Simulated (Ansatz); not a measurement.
## Cs on Cd(0001): change of the work function: the clean slab

Ansatz 0.2.0; plane-wave DFT, PBE, Ansatz PAW.

input.yaml reads:

```yaml
crystal:
  lattice:
    - [2.98, 0.0, 0.0]
    - [1.49, 2.5807557033, 0.0]
    - [0.0, 0.0, 26.43042]
  atoms:
    - { symbol: Cd, position: [0.6666666667, 0.6666666667, 0.3405167228] }
    - { symbol: Cd, position: [0.0, 0.0, 0.4468389076] }
    - { symbol: Cd, position: [0.6666666667, 0.6666666667, 0.5531610924] }
    - { symbol: Cd, position: [0.0, 0.0, 0.6594832772] }
kpoints:
  mp_grid: { grid: [12, 12, 1] }
hamiltonian:
  xc: pbe
scf:
  occupations: { method: fermi_dirac, width: 0.1 }
  convergence: { dr2_threshold: 1.0e-08 }
efield:
  axis: 3
  dipole_correction: true
  ramp_position: 0.97
  ramp_width: 0.06
relax:
  f_tol: 0.02
  max_steps: 60
  constraints: [{ sites: [0, 1] }]
output:
  write_potential: true
  write_density: true
  volumetric_format: npy
```

Command:

```
$ ansatz run input.yaml --threads 4 --pin off --max-ram 12288MiB --backend cpu --events-out ev --progress --plain --runs-dir out
```

Q: Predict the work function upper face, work function lower face and electron's electrostatic potential energy less the Fermi level against z.

In the vacuum the potential turns flat, and its height over the Fermi level, 3.72 eV, is the work function of the face beside that plateau.

The run keeps the 6 symmetry operations that it works with, so distortions that break them were not tested.

Relaxation path:

```
step  energy less that of the first step (eV)  largest force component (eV/Å)
   1                                   0.0000                          0.0997
   2                                  -0.0090                          0.0061
```

The atoms that moved most (Å):

```csv
atom,dx,dy,dz,length
Cd4,0.000,0.000,0.178,0.178
Cd3,0.000,0.000,0.093,0.093
```

Final coordinates:

```xyz
4
Lattice="2.9800 0.0000 0.0000 1.4900 2.5808 0.0000 0.0000 0.0000 26.4304" Properties=species:S:1:pos:R:3
Cd    2.9800    1.7205    9.0000
Cd    0.0000    0.0000   11.8101
Cd    2.9800    1.7205   14.7129
Cd    0.0000    0.0000   17.6085
```

Numbers from this step:

```yaml
work_function_upper_face: 3.682 eV
work_function_lower_face: 3.724 eV
dipole_along_the_normal: 0.001780 e·Å
step_between_the_vacuum_levels: -0.04188 eV
```

Running mean over 2.81 Å of the planar mean; the ramp of the sawtooth is left out. Table of electron's electrostatic potential energy less the Fermi level by z:

```csv
z (Å),electron's electrostatic potential energy less the Fermi level (eV)
3.5,3.72
4.0,3.72
4.5,3.72
5.0,3.71
5.5,3.69
6.0,3.60
6.5,3.28
7.0,2.15
7.5,-0.103
8.0,-2.61
8.5,-4.21
9.0,-4.70
9.5,-4.81
10.0,-4.84
10.5,-4.86
11.0,-4.87
11.5,-4.86
12.0,-4.81
12.5,-4.64
13.0,-4.44
13.5,-4.43
14.0,-4.61
14.5,-4.77
15.0,-4.76
15.5,-4.58
16.0,-4.41
16.5,-4.43
17.0,-4.61
17.5,-4.69
18.0,-4.37
18.5,-3.08
19.0,-0.693
19.5,1.72
20.0,3.10
20.5,3.52
21.0,3.64
21.5,3.67
22.0,3.68
22.5,3.68
23.0,3.68
```

[Logs are printed without paths, hosts, clocks, repeated set-up lines and the standing remarks that a program may print on its own settings, such as how far it seeks lower states.]

[Hosts, paths, dates, database ids (printed as entryN), source tags and the programs' standing remarks are cut or masked in the printed files.]

[Maps of the electrostatic potential energy from Ansatz leave out the sawtooth potential of an applied field or a dipole correction, so their vacuum need not be flat; planar profiles and work functions include it.]
